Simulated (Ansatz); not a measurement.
The compound is TcBr2 (1T sheet).

The cell holds 3 atoms: 1 Tc and 2 Br. Its edges and angles: a = 3.404 Å, b = 3.404 Å, c = 30.253 Å, α = 90.0°, β = 90.0°, γ = 120.0°. Vacuum lies along c.

```
Tc Br
1.0
    -2.40672    0.00000   -2.40672
     0.00000    2.40672    2.40672
    17.46662   17.46662  -17.46662
Tc Br
1 2
Direct
  0.00000 0.00000 0.31776
  0.33333 0.66667 0.37035
  0.66667 0.33333 0.26517
```

The structure was relaxed with LDA. The structure was generated from a model, not taken from a measurement. The runs that relaxed it are not among those shown. The program's search for lower electronic states was switched off, so nothing shows that the state found is the lowest. PAW set soft_2, made with PBE.

A constrained-RPA run (Ansatz 0.2.0; non-magnetic LDA; Tc d, bands v3 to c2, 6×6×1 mesh, medium accuracy) builds 5 functions on bands 4.6 eV wide, with 5.0 electrons in the window. The bare on-site interaction is 11.2 eV and the bare J 0.37 eV.

Q: What U and J survive the screening?

On the Tc d shell, U = 3.52 eV (31 % of the bare value), U′ = 2.93 eV, J = 0.27 eV.

The parent state is non-magnetic and the interaction static (zero frequency); U depends on the window and the orbitals, so it belongs to this model alone.

[Paths, hosts, dates, memory and timing lines, banners, echoed tables and standing remarks are left out of the program output.]

[Logs are printed without paths, hosts, clocks, repeated set-up lines and the standing remarks that a program may print on its own settings, such as how far it seeks lower states.]

[Runs of the session that timed out or met a known fault of the program may be left out.]

[Hosts, paths, dates, database ids (printed as entryN), source tags and the programs' standing remarks are cut or masked in the printed files.]
